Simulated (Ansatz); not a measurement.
# Ba2BeWO6: complex band structure, part 2 of 4

Wanted: the relaxed cell of Ba2BeWO6, its band edges and its decay constants. It is built by putting Be for Sr in the Ba2SrWO6 structure of space group R-3, with the volume rescaled by atomic radii. The parent structure comes from the Materials Project.

Ansatz 0.2.0; r2SCAN DFT, plane waves, PAW files (the session's first sound run).

So far. Step 2 (Relaxing the new crystal): The largest force component on a free atom ends at 3.4e-4 eV/Å.

The structure was built from a prototype and need not be the compound's stable phase.

## 3. Band edges

The energy window and the wavevectors of the next steps follow from the band edges, so these are searched first, off the mesh as well.

Contents of input.yaml:

```yaml
crystal:
  lattice:
    - [2.791287216, 1.6115504255, 4.5581866056]
    - [-2.791287216, 1.6115504255, 4.5581866056]
    - [0.0, -3.2231008511, 4.5581866056]
  atoms:
    - { symbol: Ba, position: [0.7500000832, 0.7500000832, 0.7500000832] }
    - { symbol: Ba, position: [0.2499999168, 0.2499999168, 0.2499999168] }
    - { symbol: Be, position: [0.0, 0.0, 0.0] }
    - { symbol: W, position: [0.5, 0.5, 0.5] }
    - { symbol: O, position: [0.7459255717, 0.2540728265, 0.7459153424] }
    - { symbol: O, position: [0.7459271735, 0.2540846576, 0.2540744283] }
    - { symbol: O, position: [0.2540728265, 0.7459153424, 0.7459255717] }
    - { symbol: O, position: [0.7459153424, 0.7459255717, 0.2540728265] }
    - { symbol: O, position: [0.2540846576, 0.2540744283, 0.7459271735] }
    - { symbol: O, position: [0.2540744283, 0.7459271735, 0.2540846576] }
kpoints:
  mp_grid: { grid: [6, 6, 6] }
  band_path: { path: [VBM, CBM], npoints: 30 }
scf:
  occupations: { method: fixed }
hamiltonian:
  xc: r2scan
output:
  eigenvalues: true
  write_potential: true
  write_density: true
  volumetric_format: npy
  elf: true
```

Launch:

```console
$ ansatz run input.yaml --threads 2 --pin off --max-ram 4096MiB --backend cpu --events-out ev --progress --plain --runs-dir out
```

Numbers of over 12 decimals in the logs are rounded to 6 here.

The log of the run:

```text
Warning: the atoms were moved onto the symmetric positions of the space group found under crystal.symmetry.tolerance 1.0e-5 (fractional; no operation is sought that the atoms, as they stand in a round, miss by more than twice it, and no atom is moved by as much as it), and the run uses the moved positions. Before a round's move an operation carried an atom to 5.71e-5 Å from where it should land, the largest such dist [...]
Warning: 36 symmetry operations that the atoms keep within the bar at which the run's group was sought (crystal.symmetry.tolerance 1.0e-5, or twice it) were not taken beside the 12 unitary ones that the detection took (of a slab, those that keep its plane). If the more symmetric cell is meant, write the vectors of crystal.lattice to more decimals, or, with the positions in fractional coordinates, give it by lengths a [...]
[...]
Crystal: 10 atoms, lattice volume = 123.025 Å³
Basis set: ecut = 500 eV, 3119 PW (Γ), exchange–correlation on 180×180×180 points (64 copies of the dense FFT grid, shifted against one another)
Bands: 46, of which v1, the nominal top of the filled ones, is band 36 counted from 1 (35 counted from 0)
Symmetry: 12 space group operations
[...]
k-points: 32 of 216
[...]
SCF iter   1: F=—  HF=-25842.505674 eV  |F-HF|=—  |Δ(HF+E_count)|=         —  Δρ=9.75e-3  dr2=1.54e-1  dr2_τ=4.71e-1  ethr=1.77e-3  ⟨swp⟩=4.9  Hψ=5585  notcnv=0  defer=217
[...]
SCF iter   7: F=-25842.863139 eV  HF=-25842.863139 eV  |F-HF|=1.36e-8  |Δ(HF+E_count)|=   5.17e-7  Δρ=5.90e-6  dr2=4.54e-8  dr2_τ=3.77e-9  ethr=1.39e-10  ⟨swp⟩=12.3  Hψ=8267  notcnv=0
SCF 1 converged in 7 iterations: F = -25842.863139 eV  dr2 = 4.54e-8
[...]
NSCF: frozen V_eff on 32 k-points
[...]
SCF converged after 7 iterations
Free energy (F): -25842.863139 eV
[...]
Internal energy: -25842.863139 eV  (E = F + TS)
E sigma→0 (E₀):  -25842.863139 eV
Fermi energy:    10.008481 eV
[...]
--- Band table (eV; the first three rows and the last of 32) ---
  k-point 0: bands = [... 32 lower, 9.8106, 10.0085, 10.0085, 10.0085, 13.4109, 13.4110, 13.4110, 15.8733, ... 6 higher]
  k-point 1: bands = [... 32 lower, 9.7068, 9.8997, 9.8997, 9.9219, 13.4878, 13.5307, 13.5308, 16.2736, ... 6 higher]
  k-point 2: bands = [... 32 lower, 9.4824, 9.6990, 9.7049, 9.7050, 13.6304, 13.6977, 13.6978, 17.2488, ... 6 higher]
  k-point 31: bands = [... 32 lower, 9.3675, 9.5013, 9.6001, 9.6001, 13.6956, 13.7567, 13.7567, 18.0127, ... 6 higher]
```

It took 32 s on 2 threads of Arm Neoverse V1, shared host; peak memory 0.82 GiB; 64 s of CPU time.

Reading the cycles: dr2 is the Hartree energy of the density residual (eV), the measure of convergence; HF is the Harris–Foulkes estimate of the energy, which meets the free energy F at convergence.

Numbers from this step:

| Property | Result |
| --- | --- |
| free energy | -25842.8631 eV |
| Fermi energy | 10.01 eV |
| gap on the k-mesh | 3.160 eV |
| gap on path | 3.160 eV, by band count; negative where bands overlap |
| direct gap on path | 3.211 eV |
| edge places on path | 0, 0.7958 1/A along the path |

Electronic bands along the path, in eV, zero at the Fermi level (highest filled level under fixed occupations); v1 is the highest filled band, c1 the lowest empty one:

| point | v4 | v3 | v2 | v1 | c1 | c2 | c3 | c4 |
| --- | --- | --- | --- | --- | --- | --- | --- | --- |
| VBM | -0.20 | 0.00 | 0.00 | 0.00 | 3.40 | 3.40 | 3.40 | 5.86 |
| halfway | -0.65 | -0.38 | -0.38 | -0.03 | 3.27 | 3.89 | 3.89 | 6.87 |
| CBM | -1.00 | -0.78 | -0.78 | -0.05 | 3.16 | 4.30 | 4.30 | 6.54 |

Valence density in the ac plane of the conventional cell at fractional y = 0.000, with atoms of Ba and Be and W and O within 0.2 Å of it. It is the smooth field of the valence electrons, not physical close to the nuclei.

Values in e/Å³, 24 rows by 15 columns, each cell a mean:
```
0.1 0.1 0.2 0.2 0.2 0.1 0.1 0.1 0.1 0.1 0.2 0.2 0.2 0.2 0.1
0.1 0.2 0.3 0.5 0.5 0.3 0.2 0.1 0.1 0.2 0.4 0.5 0.4 0.2 0.1
0.1 0.1 0.2 0.4 0.4 0.3 0.2 0.1 0.1 0.2 0.4 0.5 0.3 0.2 0.1
0.3 0.2 0.2 0.1 0.1 0.1 0.2 0.2 0.2 0.1 0.1 0.1 0.1 0.2 0.2
1.1 1.0 0.5 0.2 0.1 0.3 0.7 1.2 1.0 0.4 0.1 0.1 0.3 0.8 1.1
0.6 1.2 1.0 0.4 0.2 0.7 3.0 6.0 4.6 1.4 0.3 0.2 0.7 1.3 0.8
0.9 1.3 0.9 0.3 0.2 0.5 2.1 4.2 3.2 1.0 0.2 0.2 0.6 1.2 1.1
0.9 0.7 0.3 0.1 0.1 0.1 0.3 0.5 0.4 0.2 0.1 0.1 0.2 0.5 0.8
0.2 0.2 0.2 0.2 0.2 0.1 0.1 0.1 0.1 0.1 0.2 0.2 0.2 0.2 0.2
0.2 0.3 0.4 0.6 0.6 0.3 0.1 0.1 0.1 0.2 0.4 0.6 0.5 0.3 0.2
2.1 1.2 0.7 0.6 0.5 0.3 0.1 0.1 0.1 0.2 0.4 0.6 0.6 0.9 1.8
4.7 4.1 1.3 0.4 0.2 0.1 0.1 0.0 0.1 0.1 0.2 0.3 0.6 2.8 4.8
4.6 3.4 1.1 0.4 0.3 0.1 0.1 0.1 0.1 0.1 0.2 0.3 0.6 2.2 4.4
1.0 0.7 0.6 0.7 0.6 0.3 0.1 0.1 0.1 0.2 0.5 0.7 0.6 0.6 0.9
0.1 0.2 0.3 0.5 0.4 0.2 0.1 0.1 0.1 0.2 0.4 0.5 0.4 0.2 0.2
0.3 0.2 0.2 0.1 0.1 0.1 0.1 0.1 0.1 0.1 0.1 0.1 0.2 0.2 0.3
1.1 1.0 0.5 0.2 0.1 0.2 0.5 1.0 0.8 0.3 0.1 0.1 0.3 0.8 1.1
0.6 1.2 1.0 0.4 0.2 0.6 2.9 5.7 4.4 1.3 0.3 0.2 0.7 1.3 0.8
0.9 1.3 0.9 0.3 0.2 0.6 2.3 4.6 3.5 1.1 0.3 0.2 0.6 1.2 1.1
0.9 0.7 0.3 0.1 0.1 0.2 0.4 0.6 0.5 0.3 0.1 0.1 0.2 0.5 0.8
0.1 0.1 0.2 0.2 0.2 0.2 0.1 0.1 0.1 0.1 0.2 0.2 0.2 0.1 0.1
0.1 0.1 0.3 0.5 0.5 0.3 0.2 0.1 0.1 0.2 0.4 0.6 0.4 0.2 0.1
0.1 0.2 0.3 0.4 0.4 0.3 0.1 0.1 0.1 0.2 0.3 0.4 0.3 0.2 0.1
0.1 0.1 0.2 0.2 0.1 0.1 0.1 0.0 0.1 0.1 0.1 0.2 0.2 0.1 0.1
```
Columns run along a (5.6 Å), rows up along c (13.7 Å), edges of the conventional cell, whose origin can differ from the input's. Atoms in or near the plane, at fractional coordinates: Ba at (0.00, 0.75), Ba at (0.00, 0.25), Be at (0.00, 0.00), W at (0.00, 0.50), O at (0.50, 0.25), O at (0.50, 0.75).

Electrostatic potential energy in the ac plane of the conventional cell at fractional y = 0.000, with atoms of Ba and Be and W and O within 0.2 Å of it. With pseudopotentials it is smooth inside the atoms' cores, unlike the true potential.

Values in eV, 24 rows by 15 columns, each cell a mean:
```
-24  -9   8  13  15  15  14  13  14  15  15  14  11   0 -19
  7  11  13  14  14  14  13  13  13  14  14  14  14  12   9
 14  14  15  14  14  14  13  12  12  14  14  14  15  15  14
  7   9  12  14  15  14  13  12  13  14  15  14  13  11   8
-18 -12   0  10  14  14  10   2   6  13  14  12   6  -7 -16
-32 -27 -14   5  13  11 -17 -33 -27   1  14  10  -5 -22 -30
-29 -24 -11   6  13  13  -7 -24 -17   7  14  10  -3 -20 -28
-10  -4   5  12  14  15  15  13  14  15  15  13   9   0  -8
 10  11  13  14  15  15  14  14  14  15  15  15  14  12  10
  8  10  12  13  14  14  14  13  13  14  14  13  13  11   9
-23 -13   2  10  13  14  14  13  13  14  14  12   7  -6 -20
-35 -34 -16   6  13  14  14  14  14  14  14  10  -3 -29 -35
-35 -32 -11   7  13  14  14  13  14  14  14  11  -1 -25 -34
-12  -3   7  11  13  14  14  13  13  14  14  12   9   2  -9
 10  12  13  14  14  14  14  13  14  14  14  14  14  13  11
  7   9  12  14  15  15  15  14  15  15  15  15  13  10   7
-18 -12   1  10  14  15  12   6   9  15  15  12   6  -7 -16
-32 -27 -14   5  13  11 -15 -31 -25   2  14  10  -5 -22 -30
-29 -24 -11   6  13  12 -10 -27 -20   5  14  10  -3 -20 -28
-10  -4   5  11  14  14  13  10  12  14  14  13   9   0  -8
 11  12  14  14  15  14  13  12  13  14  15  15  14  13  11
 13  14  15  14  14  14  13  12  12  14  14  14  14  15  14
  0   7  12  14  15  14  14  13  13  14  14  14  13  10   3
-31 -15   6  13  15  15  14  13  14  15  15  14  11  -4 -27
```
Columns run along a (5.6 Å; values clipped at the 3rd and 97th percentile), rows up along c (13.7 Å), edges of the conventional cell, whose origin can differ from the input's. Atoms in or near the plane, at fractional coordinates: Ba at (0.00, 0.75), Ba at (0.00, 0.25), Be at (0.00, 0.00), W at (0.00, 0.50), O at (0.50, 0.25), O at (0.50, 0.75).

ELF in the ac plane of the conventional cell at fractional y = 0.000, with atoms of Ba and Be and W and O within 0.2 Å of it. It is the smooth field of the valence electrons, not physical close to the nuclei.

Ten even steps from '_' (0.01) to '@' (0.84), each cell a mean:
```
__..------..______..::----::__
__::**%%##==..____--**%%##==..
__..==####==..____::**##**::__
==::..::::....::....::::..::--
@@@@##::__--##%%##++..__++%%@@
..**@@++..##@@**%%@@==::%%@@::
--##@@==..**@@%%%%%%--..%%@@++
%%%%++..__::==**++--____--##%%
....::----..________::==::....
..::++%%%%==..____::##%%##--..
++====**##==..____::**##++--==
==##==::::..________::::::**++
**##------::______..--==::++**
--::==##%%==..____--##%%**----
__..++####==______::**##**--..
--::..::::..__....__..::..::--
%%@@##::__--**%%##++..__++%%@@
..**@@++..##@@**%%@@==::%%@@::
--##@@==..##@@##%%%%--..%%@@++
@@%%++..__::++****--..__--##%%
......--==::....__..--==::....
__..++%%%%++..____--##%%##--__
__::++##**==..____::**##**==..
____::::....________..::::..__
```
Columns run along a (5.6 Å), rows up along c (13.7 Å), edges of the conventional cell, whose origin can differ from the input's. Atoms in or near the plane, at fractional coordinates: Ba at (0.00, 0.75), Ba at (0.00, 0.25), Be at (0.00, 0.00), W at (0.00, 0.50), O at (0.50, 0.25), O at (0.50, 0.75).

The searched edges give 3.16 eV, as on the mesh.

## 4. Decaying states in the gap, plane (001)

This step: r2SCAN DFT, plane waves, PAW files; complex bands by layer matching along the plane's normal (Ansatz 0.2.0).

The same crystal is laid in a cell whose first two vectors span the (001) plane (indices of the standard conventional cell, whose axes can be ordered otherwise than in the bulk input). At fixed energy and wavevector in the plane the solver finds all kz, real and complex. A few wavevectors are listed, (0, 0) and (0, -0.5) in units of the plane's reciprocal vectors; the slowest state needn't be among them.

Contents of input.yaml:

```yaml
crystal:
  lattice:
    - [5.582574432, 0.0, 0.0]
    - [2.791287216, 4.834651277, 0.0]
    - [2.791287216, 1.611550426, 4.558186606]
  atoms:
    - { symbol: Ba, position: [0.2499999168, 0.2499999168, 0.2500002496] }
    - { symbol: Ba, position: [0.7500000832, 0.7500000832, 0.7499997504] }
    - { symbol: Be, position: [0.0, 0.0, 0.0] }
    - { symbol: W, position: [0.5, 0.5, 0.5] }
    - { symbol: O, position: [0.7459271735, 0.254079543, 0.7459137406] }
    - { symbol: O, position: [0.745920457, 0.745920457, 0.2540862594] }
    - { symbol: O, position: [0.254079543, 0.254079543, 0.7459137406] }
    - { symbol: O, position: [0.254079543, 0.7459271735, 0.7459137406] }
    - { symbol: O, position: [0.745920457, 0.2540728265, 0.2540862594] }
    - { symbol: O, position: [0.2540728265, 0.745920457, 0.2540862594] }
kpoints:
  mp_grid: { grid: [6, 6, 6] }
scf:
  occupations: { method: fixed }
hamiltonian:
  xc: r2scan
output:
  eigenvalues: true
  transmission:
    leads: [[0, 0]]
    kpoints: [[0.0, 0.0], [0.0, -0.5]]
    e_range: [-1.0, 4.16]
    de: 0.1
```

The log of the run:

```text
[...]
Crystal: 10 atoms, lattice volume = 123.025 Å³
Basis set: ecut = 500 eV, 3119 PW (Γ), exchange–correlation on 180×180×180 points (64 copies of the dense FFT grid, shifted against one another)
Bands: 46, of which v1, the nominal top of the filled ones, is band 36 counted from 1 (35 counted from 0)
Symmetry: 12 space group operations
[...]
k-points: 32 of 216
[...]
SCF iter   1: F=—  HF=-25842.505725 eV  |F-HF|=—  |Δ(HF+E_count)|=         —  Δρ=9.74e-3  dr2=1.53e-1  dr2_τ=4.70e-1  ethr=1.77e-3  ⟨swp⟩=5.0  Hψ=5564  notcnv=0  defer=217
[...]
SCF iter   7: F=-25842.863139 eV  HF=-25842.863139 eV  |F-HF|=1.43e-8  |Δ(HF+E_count)|=   5.38e-7  Δρ=5.96e-6  dr2=4.67e-8  dr2_τ=3.78e-9  ethr=1.39e-10  ⟨swp⟩=12.0  Hψ=8263  notcnv=0
SCF 1 converged in 7 iterations: F = -25842.863139 eV  dr2 = 4.67e-8
[...]
transmission: 7 of 14 steps passed
transmission: 14 of 14 steps passed
SCF converged after 7 iterations
Free energy (F): -25842.863139 eV
[...]
Internal energy: -25842.863139 eV  (E = F + TS)
E sigma→0 (E₀):  -25842.863139 eV
Fermi energy:    10.008479 eV
[...]
--- Band table (eV; the first three rows and the last of 32) ---
  k-point 0: bands = [... 32 lower, 9.8106, 10.0085, 10.0085, 10.0085, 13.4109, 13.4110, 13.4110, 15.8733, ... 6 higher]
  k-point 1: bands = [... 32 lower, 9.7069, 9.8997, 9.8997, 9.9219, 13.4877, 13.5307, 13.5307, 16.2737, ... 6 higher]
  k-point 2: bands = [... 32 lower, 9.4824, 9.6990, 9.7050, 9.7050, 13.6304, 13.6977, 13.6977, 17.2488, ... 6 higher]
  k-point 31: bands = [... 32 lower, 9.0266, 9.2239, 9.5677, 9.5985, 13.7296, 13.7367, 14.1808, 17.3183, ... 6 higher]
--- Transmission ---
  basis      : 283 plane waves across, 7 finite elements along
  points     : 2, as listed
  energies   : 52 from -1.000000 to 4.100000 eV about the Fermi level, 0.100000 eV apart; the leads are filled to 1.580019 eV, and channels, transmission and decay are at 1.600000 eV
  crystal 0  : Be1Ba2O6W1, at the sites [0, 0], period 4.5582 Å: whole cells are its period
    offset         : up to 0.0000 Å between an atom of the period and one for which it stands
    channels       : 0.000000e0 a spin
    conductance    : none, the energies end too early or step too widely for 300 K: set another output.transmission.e_range or a lower de, or, where they end at an eighth of basis.ecutwfc, a higher one
    slowest decay  : 0.3644 /Å at (0.0000, 0.0000)
```

Run time: 80 s. Hardware: 2 threads; peak memory 1.4 GiB; 2.7 min of CPU time.

Numbers from this step:

```yaml
level_to_which_the_leads_are_filled: 1.580 eV from the Fermi level
decay_constant_at_the_filling_level_zone_centre: 0.3644 Å⁻¹
decay_constant_at_the_filling_level_slowest_listed_point: 0.3644 Å⁻¹
```

K parallel (0, 0); values up to 1.5 1/Å, a degenerate pair printed once or twice; energies at which all values exceed this have no row. The Im kz of the slowest decaying states by energy, zero at the highest filled level on the SCF mesh:

| energy (eV) | decay 1 (Å⁻¹) | decay 2 (Å⁻¹) | decay 3 (Å⁻¹) | decay 4 (Å⁻¹) |
| --- | --- | --- | --- | --- |
| -1.00 | 0.214 | 0.251 | 0.442 | 0.448 |
| -0.70 | 0.0928 | 0.149 | 0.287 | 0.297 |
| -0.50 | 0.183 | 0.330 | 0.479 | 0.620 |
| -0.20 | 0.372 | 0.493 | 0.608 | 1.40 |
| 0.00 | 0.0137 | 0.0138 | 0.140 | 0.287 |
| 0.30 | 0.216 | 0.330 | 0.399 | 0.509 |
| 0.50 | 0.251 | 0.368 | 0.499 | 0.514 |
| 0.80 | 0.292 | 0.403 | 0.518 | 0.605 |
| 1.00 | 0.315 | 0.419 | 0.520 | 0.623 |
| 1.30 | 0.342 | 0.437 | 0.520 | 0.628 |
| 1.60 | 0.364 | 0.419 | 0.475 | 0.517 |
| 1.80 | 0.377 | 0.410 | 0.493 | 0.514 |
| 2.10 | 0.392 | 0.395 | 0.506 | 0.512 |
| 2.30 | 0.383 | 0.401 | 0.497 | 0.522 |
| 2.60 | 0.357 | 0.411 | 0.480 | 0.534 |
| 2.80 | 0.332 | 0.415 | 0.463 | 0.541 |
| 3.10 | 0.268 | 0.385 | 0.436 | 0.552 |
| 3.30 | 0.176 | 0.237 | 0.448 | 0.566 |
| 3.60 | 0.439 | 0.474 | 0.545 | 0.558 |
| 3.80 | 0.225 | 0.284 | 0.439 | 0.479 |
| 4.10 | 0.438 | 0.481 | 0.489 | 0.499 |

K parallel (0, -0.5); values up to 1.5 1/Å, a degenerate pair printed once or twice; energies at which all values exceed this have no row. Table of Im kz of the slowest decaying states by energy, zero at the highest filled level on the SCF mesh:

| energy (eV) | decay 1 (Å⁻¹) | decay 2 (Å⁻¹) | decay 3 (Å⁻¹) | decay 4 (Å⁻¹) |
| --- | --- | --- | --- | --- |
| -1.00 | 0.0117 | 0.0625 | 0.198 | 0.248 |
| -0.80 | 0.131 | 0.197 | 0.216 | 0.286 |
| -0.60 | 0.0273 | 0.167 | 0.189 | 0.254 |
| -0.40 | 0.0383 | 0.107 | 0.258 | 0.313 |
| -0.20 | 0.173 | 0.260 | 0.304 | 0.362 |
| 0.00 | 0.205 | 0.232 | 0.323 | 0.337 |
| 0.20 | 0.273 | 0.362 | 0.363 | 0.425 |
| 0.40 | 0.305 | 0.382 | 0.390 | 0.449 |
| 0.60 | 0.331 | 0.397 | 0.410 | 0.469 |
| 0.80 | 0.351 | 0.407 | 0.426 | 0.487 |
| 1.00 | 0.369 | 0.415 | 0.438 | 0.503 |
| 1.20 | 0.383 | 0.419 | 0.448 | 0.518 |
| 1.40 | 0.394 | 0.421 | 0.455 | 0.530 |
| 1.70 | 0.406 | 0.417 | 0.461 | 0.547 |
| 1.90 | 0.409 | 0.410 | 0.463 | 0.545 |
| 2.10 | 0.398 | 0.411 | 0.463 | 0.543 |
| 2.30 | 0.380 | 0.409 | 0.449 | 0.474 |
| 2.50 | 0.354 | 0.403 | 0.428 | 0.487 |
| 2.70 | 0.315 | 0.391 | 0.407 | 0.494 |
| 2.90 | 0.253 | 0.372 | 0.382 | 0.499 |
| 3.10 | 0.131 | 0.342 | 0.350 | 0.502 |
| 3.30 | 0.298 | 0.307 | 0.505 | 0.524 |
| 3.50 | 0.226 | 0.243 | 0.506 | 0.520 |
| 3.70 | 0.0456 | 0.115 | 0.507 | 0.516 |
| 3.90 | 0.240 | 0.507 | 0.511 | 0.581 |
| 4.10 | 0.339 | 0.506 | 0.506 | 0.575 |

At the listed wavevectors the last open channel is at -0.10 eV and the next at +3.20 eV on the grid. At +1.60 eV, the grid energy nearest the filling level (the middle of the gap on the SCF mesh), the slowest state at the listed wavevectors decays with κ = 0.364 Å⁻¹, its amplitude falling by e over 2.7 Å. Through 1 nm of this crystal that state's transmission falls by exp(−2 × 0.364 Å⁻¹ × 10 Å) = 6.8e-4.

## 5. Decay over the two-dimensional zone

The listed points could miss the slowest state, so one energy near mid-gap is solved on a mesh of 8×8.

Changes to input.yaml since step 4:

```diff
@@ -24,6 +24,2 @@
   eigenvalues: true
-  transmission:
-    leads: [[0, 0]]
-    kpoints: [[0.0, 0.0], [0.0, -0.5]]
-    e_range: [-1.0, 4.16]
-    de: 0.1
+  transmission: { leads: [[0, 0]], kmesh: [8, 8], e_range: [1.58, 1.59], de: 0.05 }
```

The log of the run:

```text
[...]
Crystal: 10 atoms, lattice volume = 123.025 Å³
Basis set: ecut = 500 eV, 3119 PW (Γ), exchange–correlation on 180×180×180 points (64 copies of the dense FFT grid, shifted against one another)
Bands: 46, of which v1, the nominal top of the filled ones, is band 36 counted from 1 (35 counted from 0)
Symmetry: 12 space group operations
[...]
k-points: 32 of 216
[...]
SCF iter   1: F=—  HF=-25842.505725 eV  |F-HF|=—  |Δ(HF+E_count)|=         —  Δρ=9.74e-3  dr2=1.53e-1  dr2_τ=4.70e-1  ethr=1.77e-3  ⟨swp⟩=5.0  Hψ=5564  notcnv=0  defer=217
[...]
SCF iter   7: F=-25842.863139 eV  HF=-25842.863139 eV  |F-HF|=1.43e-8  |Δ(HF+E_count)|=   5.38e-7  Δρ=5.96e-6  dr2=4.67e-8  dr2_τ=3.78e-9  ethr=1.39e-10  ⟨swp⟩=12.0  Hψ=8263  notcnv=0
SCF 1 converged in 7 iterations: F = -25842.863139 eV  dr2 = 4.67e-8
[...]
transmission: 28 of 70 steps passed
transmission: 56 of 70 steps passed
transmission: 70 of 70 steps passed
SCF converged after 7 iterations
Free energy (F): -25842.863139 eV
[...]
Internal energy: -25842.863139 eV  (E = F + TS)
E sigma→0 (E₀):  -25842.863139 eV
Fermi energy:    10.008479 eV
[...]
--- Band table (eV; the first three rows and the last of 32) ---
  k-point 0: bands = [... 32 lower, 9.8106, 10.0085, 10.0085, 10.0085, 13.4109, 13.4110, 13.4110, 15.8733, ... 6 higher]
  k-point 1: bands = [... 32 lower, 9.7069, 9.8997, 9.8997, 9.9219, 13.4877, 13.5307, 13.5307, 16.2737, ... 6 higher]
  k-point 2: bands = [... 32 lower, 9.4824, 9.6990, 9.7050, 9.7050, 13.6304, 13.6977, 13.6977, 17.2488, ... 6 higher]
  k-point 31: bands = [... 32 lower, 9.0266, 9.2239, 9.5677, 9.5985, 13.7296, 13.7367, 14.1808, 17.3183, ... 6 higher]
--- Transmission ---
  basis      : 283 plane waves across, 7 finite elements along
  points     : 10, standing for a mesh of 8 x 8
  energies   : 1 from 1.580000 to 1.580000 eV about the Fermi level; the leads are filled to 1.580019 eV, and channels, transmission and decay are at 1.580000 eV
[...]
channels       : 0.000000e0 a spin
    conductance    : none, crystal 0 has no channel at the energies, or these end too early or step too widely for 300 K: set another output.transmission.e_range or a lower de, or, where they end at an eighth of basis.ecutwfc, a higher one
    slowest decay  : 0.3631 /Å at (0.0000, 0.0000)
```

It took 46 s on 2 threads; peak memory 1.4 GiB.

Numbers from this step:

```yaml
least_decay_constant_on_the_mesh: 0.3631 Å⁻¹
```

Slowest decay constant (1/Å; 0 where a channel is open) over k1 and k2. At 1.5800 eV from the Fermi level.

Ten even steps from '0' (0.363) to '9' (0.431):
```
89986996
99997879
88984489
56740476
89844898
99787999
86996899
58985898
```
Columns: k1 (b1) from -0.5 to 0.375; rows upwards: k2 (b2) from -0.5 to 0.375.

The least value on the mesh is 0.363 Å⁻¹ at +1.58 eV. At that energy the listed points give about 0.363 Å⁻¹ by interpolation, so the mesh holds no clearly slower state.

[end of part 2 of 4]

[Logs are printed without paths, hosts, clocks, repeated set-up lines and the standing remarks that a program may print on its own settings, such as how far it seeks lower states.]

[Hosts, paths, dates, database ids (printed as entryN), source tags and the programs' standing remarks are cut or masked in the printed files.]
